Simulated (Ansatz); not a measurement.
Consider Y4S3N2 (C2/m).

```
Y S N
1.0
     6.46225   -1.91552    0.00000
     6.46225    1.91552    0.00000
    -6.11508    0.00000    7.72185
Y S N
4 3 2
Direct
  0.76032 0.76032 0.64852
  0.23968 0.23968 0.35148
  0.43655 0.43655 0.14568
  0.56345 0.56345 0.85432
  0.00000 0.00000 0.00000
  0.17442 0.17442 0.78434
  0.82558 0.82558 0.21566
  0.64304 0.64304 0.36114
  0.35696 0.35696 0.63886
```

The cell and positions are those that the Materials Project relaxed with its own functionals (PBE, PBE+U or r2SCAN), kept fixed. At the settings of the band run the largest force is still 0.06 eV/Å.

Gaps computed with Ansatz 0.2.0 without a self-energy: LDA 1.34 eV, PBEsol 1.37 eV and PBE 1.43 eV.

Q: What gap should G0W0 on PBE give (4×4×2 mesh, 1048 empty bands, screening to 180 eV, PAW set soft_1 files)?

About 2.31 eV: on its mesh the run moves the gap from 1.43 eV by +0.89 eV. Among the scalar-relativistic levels given, PBE is nearest (−0.88 eV). Bands and cutoff are finite, so the gap is not at the basis limit. The miss can reach some tenths of an eV and take either sign; the mesh is an error of its own. The many-body steps are scalar-relativistic: spin-orbit coupling is not in them.

[Paths, hosts, dates, memory and timing lines, banners, echoed tables and standing remarks are left out of the program output.]

[Logs are printed without paths, hosts, clocks, repeated set-up lines and the standing remarks that a program may print on its own settings, such as how far it seeks lower states.]

[Runs of the session that timed out or met a known fault of the program may be left out.]

[Cells called generated may have been cut or substituted from an entry of the Crystallography Open Database or the Materials Project.]

[Hosts, paths, dates, database ids (printed as entryN), source tags and the programs' standing remarks are cut or masked in the printed files.]
